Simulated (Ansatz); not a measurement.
**Lattice dynamics of Ta (Im-3m, 1 atom in the cell)**

Task: relax Ta (Im-3m, 1 atom in the cell), then find its harmonic phonons.

Main program and level: Ansatz 0.2.0; DFT PBEsol, scalar-relativistic, plane waves, PAW.

This is a report of a sequence of runs, with most program output left out.

## 1. Set-up

It takes space group Im-3m (No. 229, cubic). Conventional cell: a = 3.303 Å, b = 3.303 Å, c = 3.303 Å, α = 90.00°, β = 90.00°, γ = 90.00°. Nearest to Ta lie 8 Ta at 2.86 Å.

## 2. Bringing the structure to rest

Harmonic phonons are second derivatives at a point where the forces vanish, and they are wanted at zero stress, so atoms and cell are relaxed first.

Input file input.yaml:

```yaml
crystal:
  lattice:
    - [-1.65128, 1.65128, 1.65128]
    - [1.65128, -1.65128, 1.65128]
    - [1.65128, 1.65128, -1.65128]
  atoms:
    - { symbol: Ta, position: [0.0, 0.0, 0.0] }
kpoints:
  mp_grid: { grid: [18, 18, 18] }
hamiltonian:
  xc: pbesol
scf:
  occupations: { method: gaussian, width: 0.1 }
output:
  forces: true
  stress: true
  eigenvalues: true
  write_density: true
  write_potential: true
  elf: true
  volumetric_format: npy
relax:
  adjacent_minimum: "off"
  f_tol: 0.005
  max_steps: 80
  cell: { stress_tol: 0.05 }
```

On the command line:

```console
> ansatz run input.yaml --threads 4 --pin off --max-ram 7168MiB --backend cpu --events-out ev --progress --plain --runs-dir out
```

Wall time 3.8 s (4 threads of Arm Neoverse V1, shared host); peak memory 0.33 GiB.

The steps of the relaxation:

```
step  energy less that of the first step (eV)  largest force component (eV/Å)  pressure (GPa)  volume (Å³)
   1                                   0.0000                          0.0000           -4.00        18.01
   2                                   0.0378                          0.0000           14.11        16.62
   3                                  -0.0046                          0.0000           -0.38        17.68
   4                                  -0.0047                          0.0000           -0.01        17.65
  5*                                  -0.0046                          0.0000           -0.02        17.65
```

Relaxation steps marked * repeat the geometry before them on a plane-wave basis chosen anew for their cell, so energy and pressure can jump there. Relaxation step 2 was tried and not accepted.

```
conventional cell, symmetrised  before  after  change
                         a (Å)   3.303  3.281  -0.7 %
                         b (Å)   3.303  3.281  -0.7 %
                         c (Å)   3.303  3.281  -0.7 %
              volume (Å³/atom)   18.01  17.65  -2.0 %
```

The relaxed structure:

```xyz
1
Lattice="-1.6403 1.6403 1.6403 1.6403 -1.6403 1.6403 1.6403 1.6403 -1.6403" Properties=species:S:1:pos:R:3 pbc="T T T"
Ta    0.0000    0.0000    0.0000
```

Numbers from this step:

```
pressure          : -0.01503 GPa
volume per atom   : 17.65 Å³
gap on the k-mesh : 0 eV
```

ELF in the ac plane of the conventional cell at fractional y = 0.000, with atoms of Ta within 0.2 Å of it. It is the smooth field of the valence electrons, not physical close to the nuclei.

Ten even steps from '_' (0.09) to '@' (0.69), each cell a mean:
```
::**@@##--..--++--..==%%@@++
%%@@@@**::::==**==::--##@@@@
@@%%**--::==**##++--::==##%%
====--::--++**##**++--::--==
....::--++**********++--::..
::--==******++++******++==--
==++**####**++++++**####**++
--==++******++++++******==--
..::--==************++==::..
--::::::==****##**++--::::--
%%##++--::==**##**--::--**##
@@@@%%++::--++**==::--**@@@@
==##@@##::::==++--..==%%@@**
__==@@%%--..--==::..==@@%%::
```
Columns run along a (3.3 Å), rows up along c (3.3 Å), edges of the conventional cell, whose origin can differ from the input's. Atoms in or near the plane, at fractional coordinates: Ta at (0.00, 0.00).

Electrostatic potential energy in the ac plane of the conventional cell at fractional y = 0.000, with atoms of Ta within 0.2 Å of it. With pseudopotentials it is smooth inside the atoms' cores, unlike the true potential.

Values in eV, 14 rows by 14 columns, each cell a mean:
```
-58 -53 -33 -12   4  15  19  20  18  12   0 -17 -41 -55
-46 -38 -21  -6   7  16  20  20  19  14   4 -10 -27 -41
-20 -16  -6   4  13  18  20  21  20  17  11   1 -10 -17
 -2   0   6  12  17  19  21  21  20  19  16  11   4   0
 11  12  15  17  19  20  21  21  21  20  19  17  14  12
 18  18  19  20  20  21  20  20  20  21  20  20  19  18
 20  20  21  21  21  21  20  20  20  21  21  21  20  20
 19  19  20  20  21  21  20  20  20  21  21  20  20  19
 14  15  17  19  20  20  21  21  21  20  19  18  16  15
  2   4   9  14  18  20  21  21  20  19  17  13   7   4
-15 -11  -2   7  14  19  20  21  20  17  12   4  -6 -12
-37 -30 -16  -2   9  17  20  21  19  15   6  -6 -21 -33
-57 -51 -30 -11   4  15  19  20  18  12   0 -16 -38 -53
-58 -57 -37 -15   2  14  19  20  18  11  -2 -20 -46 -58
```
Columns run along a (3.3 Å; values clipped at the 3rd and 97th percentile), rows up along c (3.3 Å), edges of the conventional cell, whose origin can differ from the input's. Atoms in or near the plane, at fractional coordinates: Ta at (0.00, 0.00).

Valence density in the ac plane of the conventional cell at fractional y = 0.000, with atoms of Ta within 0.2 Å of it. It is the smooth field of the valence electrons, not physical close to the nuclei.

Ten even steps from '_' (0.2 e/Å³) to '@' (4.4 e/Å³), each cell a mean:
```
@@@@%%==..__________..++@@@@
@@@@**::____________..--##@@
++==::..______________..--++
....____________________....
____________________________
____________________________
____________________________
____________________________
____________________________
....______________________..
==--::________________..::==
%%##++::______________::**%%
@@@@##--..__________..==@@@@
##@@%%==..__________..++@@@@
```
Columns run along a (3.3 Å), rows up along c (3.3 Å), edges of the conventional cell, whose origin can differ from the input's. Atoms in or near the plane, at fractional coordinates: Ta at (0.00, 0.00).

In this step the volume went from 18.01 to 17.65 Å³/atom.

## 3. Relaxing to small forces for the phonons

Phonons need a cell at rest on their own settings, so the relaxation is repeated with tight tolerances on forces and stress on the k mesh and occupations of the first response run.

Input file input.yaml:

```yaml
crystal:
  lattice:
    - [-1.6402597623, 1.6402597623, 1.6402597623]
    - [1.6402597623, -1.6402597623, 1.6402597623]
    - [1.6402597623, 1.6402597623, -1.6402597623]
  atoms:
    - { symbol: Ta, position: [0.0, 0.0, 0.0] }
kpoints:
  mp_grid: { grid: [20, 20, 20] }
hamiltonian:
  xc: pbesol
scf:
  occupations: { method: methfessel_paxton, width: 0.2 }
output:
  forces: true
  stress: true
  eigenvalues: true
relax:
  adjacent_minimum: "off"
  f_tol: 0.001
  max_steps: 60
  cell: { stress_tol: 0.01 }
```

The job ended after 3.5 s (4 threads; peak memory 0.35 GiB).

Little changed from the start: no atom moved by 0.005 Å and no cell edge by 0.1 %.

Numbers from this step:

```yaml
pressure: -2.71e-4 GPa
volume_per_atom: 17.67 Å³
```

The forces vanish by symmetry and the pressure is 0.000 GPa, within the tolerances set. The cell now holds 17.67 Å³/atom.

## 4. The dispersion

Stability and thermal properties need the whole zone. Linear response on a 4×4×4 q mesh gives force constants as far as a supercell of that size would.

Input file input.yaml:

```yaml
crystal:
  lattice:
    - [-1.6408842579, 1.6408842579, 1.6408842579]
    - [1.6408842579, -1.6408842579, 1.6408842579]
    - [1.6408842579, 1.6408842579, -1.6408842579]
  atoms:
    - { symbol: Ta, position: [0.0, 0.0, 0.0] }
kpoints:
  mp_grid: { grid: [20, 20, 20] }
hamiltonian:
  xc: pbesol
scf:
  occupations: { method: methfessel_paxton, width: 0.2 }
output:
  eigenvalues: true
phonons:
  method: dfpt
  qmesh: [4, 4, 4]
  temperatures: { t_max: 1000, t_step: 50 }
  qpath:
    path:
      - [[0.0, 0.0, 0.0], [0.5, -0.5, 0.5], [0.0, 0.0, 0.5], [0.0, 0.0, 0.0], [0.25, 0.25, 0.25], [0.5, -0.5, 0.5]]
      - [[0.25, 0.25, 0.25], [0.0, 0.0, 0.5]]
    npoints: 10
```

The job ended after 2.2 min (4 threads; peak memory 3.5 GiB).

This step gave:

```
sum-rule residual before enforcement                    : 6.13e-5 eV/Å²
lowest frequency on the path                            : 0 cm⁻¹
highest frequency on the path or at a solved wavevector : 167.5 cm⁻¹
mean frequency                                          : 115 cm⁻¹
Debye temperature (second moment)                       : 222 K
logarithmic mean frequency                              : 109.3 cm⁻¹
lowest mode on the q mesh (acoustic modes at Γ apart)   : 61.81 cm⁻¹
zero-point energy per atom                              : 21.38 meV
heat capacity at 300 K                                  : 24.27 J/(mol atoms K)
vibrational entropy at 300 K                            : 41.40 J/(mol atoms K)
```

Frequencies (cm⁻¹) solved at each irreducible wavevector; negative means imaginary. Frequencies by wavevector, by row:

```
q in reciprocal lattice units  star  mode 1  mode 2  mode 3
                        0 0 0     1       0       0       0
                     0 0 0.25    12    61.8    78.8   116.2
                     0 0 -0.5     6    92.5   136.9   147.5
                  0 0.25 0.25    24    93.8   103.9   151.4
               0.25 0.25 0.25     2   128.2   128.2   128.2
              0.25 0.25 -0.25     6   107.5   107.5   145.8
               0.25 -0.5 -0.5    12   107.6   144.7   156.9
               -0.5 -0.5 -0.5     1   167.5   167.5   167.5
```

Interpolated from a 4×4×4 q mesh. Phonon branches along the path, in cm⁻¹:

```
    point  branch 1  branch 2  branch 3
        Γ         0         0         0
  halfway       108       108       146
        H       168       168       168
  halfway       108       145       157
        N        92       137       148
  halfway        62        79       116
        Γ         0         0         0
  halfway        63        63       143
        P       128       128       128
  halfway       101       140       140
        H       168       168       168
jump to P       128       128       128
  halfway        98       127       143
        N        92       137       148
```

Tetrahedra on a 28×28×28 mesh, mean over bins of 2 cm-1. Interpolated from a 4×4×4 q mesh. Phonon density of states against wavenumber; read off at these points:

```
wavenumber (cm⁻¹)  phonon density of states (1/cm⁻¹/cell)
              1.0                                       0
              5.0                                  6.0e-5
              9.0                                  2.6e-4
             15.0                                  7.2e-4
             19.0                                 0.00108
             23.0                                 0.00151
             27.0                                 0.00199
             33.0                                  0.0028
             37.0                                 0.00345
             41.0                                 0.00415
             45.0                                 0.00489
             51.0                                 0.00615
             55.0                                 0.00709
             59.0                                 0.00809
             63.0                                 0.00925
             69.0                                  0.0112
             73.0                                  0.0129
             77.0                                  0.0150
             81.0                                  0.0180
             87.0                                  0.0274
             91.0                                  0.0491
             95.0                                  0.0432
             99.0                                  0.0266
            105.0                                  0.0207
            109.0                                  0.0195
            113.0                                  0.0193
            117.0                                  0.0201
            123.0                                  0.0237
            127.0                                  0.0274
            131.0                                  0.0255
            135.0                                  0.0294
            137.0                                  0.0479
            141.0                                  0.0483
            145.0                                  0.0890
            149.0                                  0.0578
            153.0                                  0.0275
            159.0                                 0.00941
            163.0                                 0.00667
            167.0                                 0.00181
```

Second derivatives of the energy by pair, one row for each kind of neighbour of each atom listed. Each entry sums the pair over the periodic images of the supercell that the q mesh stands for, and in a polar crystal it holds the long-range dipole part too. Force constants by pair, by row:

```
atom  neighbour  distance (Å)  third of the trace (eV/Å²)  along the pair's line (eV/Å²)
 Ta1     itself             0                       9.467                              –
 Ta1         Ta         2.842                     -0.9909                         -2.427
 Ta1         Ta         3.282                     -0.1434                        -0.2007
 Ta1         Ta         4.641                     -0.0137                        -0.4605
 Ta1         Ta         5.442                     -0.0587                        -0.3571
 Ta1         Ta         5.684                      0.0477                         0.4201
 Ta1         Ta         6.564                      0.2796                         0.9614
 Ta1         Ta         7.338                     -0.0223                        -0.0157
```

Harmonic thermodynamic functions per atom, from the density of states. Interpolated from a 4×4×4 q mesh. Thermodynamic functions, by row:

```
T (K)  F_vib (meV/atom)  S (J/mol-atom/K)  C_V (J/mol-atom/K)
    0             21.38                 0                   0
   50             20.54             5.489               11.14
  100             14.78             16.47               19.77
  200            -10.87              31.7               23.48
  300            -49.06              41.4               24.27
  400            -95.78             48.43               24.56
  500            -148.9             53.92                24.7
  600            -207.2             58.43               24.77
  700            -269.8             62.26               24.82
  800            -336.1             65.57               24.85
  900            -405.6              68.5               24.87
 1000              -478             71.12               24.88
```

Harmonic mean-square displacement, third of the trace. Interpolated from a 4×4×4 q mesh. Mean square displacements, by row:

```
T (K)  Ta1 U_eq (Å²)
    0        9.20e-4
  100        0.00188
  300        0.00508
  600        0.01004
```

Symmetry leaves 8 wavevectors to solve. The lowest mode among them, the acoustic zeros apart, lies at q = (0, 0, 0.25) and is real, 61.8 cm⁻¹.

## 5. Finite displacements in a supercell

Finite displacements in a 2×2×2 supercell give force constants from forces alone. They are exact at the wavevectors that the supercell holds, where they check the linear-response result.

input.yaml: that of step 4 with these lines changed.

```diff
@@ -16,4 +16,4 @@
 phonons:
-  method: dfpt
-  qmesh: [4, 4, 4]
+  method: fd
+  supercell: [2, 2, 2]
   temperatures: { t_max: 1000, t_step: 50 }
```

The job ended after 23 s (4 threads; peak memory 1.1 GiB).

This step gave:

```yaml
atoms_in_the_supercell: 8
sum_rule_residual_before_enforcement: 9.64e-6 eV/Å²
```

Interpolated from a 2×2×2 supercell, rough between the solved points. Phonon branches along the path, in cm⁻¹:

```
    point  branch 1  branch 2  branch 3
        Γ         0         0         0
  halfway        99       134       134
        H       168       168       168
  halfway       135       153       158
        N        92       137       148
  halfway        65        97       104
        Γ         0         0         0
  halfway        95        95       120
        P       132       132       132
  halfway       131       150       150
        H       168       168       168
jump to P       132       132       132
  halfway       110       138       140
        N        92       137       148
```

Tetrahedra on a 26×26×26 mesh, mean over bins of 2 cm-1. Interpolated from a 2×2×2 supercell, rough between the solved points. Table of phonon density of states by wavenumber; read off at these points:

wavenumber (cm⁻¹), phonon density of states (1/cm⁻¹/cell) and a bar:
```
      1.0     0.0000 
      5.0     0.0000 
      9.0     0.0001 
     15.0     0.0002 
     19.0     0.0004 
     23.0     0.0006 
     27.0     0.0008 
     33.0     0.0014 #
     37.0     0.0017 #
     41.0     0.0021 #
     45.0     0.0026 #
     51.0     0.0034 #
     55.0     0.0040 ##
     59.0     0.0048 ##
     63.0     0.0056 ##
     69.0     0.0071 ###
     73.0     0.0082 ###
     77.0     0.0097 ####
     81.0     0.0113 ####
     87.0     0.0148 ######
     91.0     0.0186 #######
     95.0     0.0235 #########
     99.0     0.0247 #########
    105.0     0.0266 ##########
    109.0     0.0283 ###########
    113.0     0.0299 ###########
    117.0     0.0319 ############
    123.0     0.0302 ###########
    127.0     0.0317 ############
    131.0     0.0381 ##############
    135.0     0.0521 ####################
    141.0     0.0798 ##############################
    145.0     0.0573 ######################
    149.0     0.0416 ################
    153.0     0.0304 ###########
    159.0     0.0199 #######
    163.0     0.0135 #####
    167.0     0.0035 #
```

On this path the spectrum ends at 168 cm⁻¹ (at H). No branch goes imaginary on this path.

## 6. Outcome

```yaml
space_group_after_relaxation_within_0p01_a: Im-3m
volume_per_atom: 17.7 Å³
electronic_character: no gap on this mesh
lowest_mode_on_the_q_mesh_acoustic_modes_at_gamma_apart: 61.8 cm⁻¹
highest_frequency_on_the_path_or_at_a_solved_wavevector: 168 cm⁻¹
zero_point_energy_per_atom: 21.4 meV
heat_capacity_at_300_k: 24.3 J/(mol atoms K)
vibrational_entropy_at_300_k: 41.4 J/(mol atoms K)
debye_temperature_second_moment: 222 K
imaginary_modes_on_the_4x4x4_q_mesh: none
```

In words: The structure is a minimum as far as tested: no mode is imaginary at the 8 irreducible wavevectors of the 4×4×4 mesh, and the softest away from the acoustic zeros lies at 62 cm⁻¹. With no gap, or one that is small against the smearing, the frequencies hang on the k mesh and the smearing, most of all near Kohn anomalies. Spin-orbit coupling is left out, which can matter for the heavy elements here. A phonon run warned that its eigensolver left some bands unconverged in a pass. These are harmonic frequencies at zero temperature: anharmonic shifts, linewidths and thermal expansion are left out.

[Logs are printed without paths, hosts, clocks, repeated set-up lines and the standing remarks that a program may print on its own settings, such as how far it seeks lower states.]

[Hosts, paths, dates, database ids (printed as entryN), source tags and the programs' standing remarks are cut or masked in the printed files.]
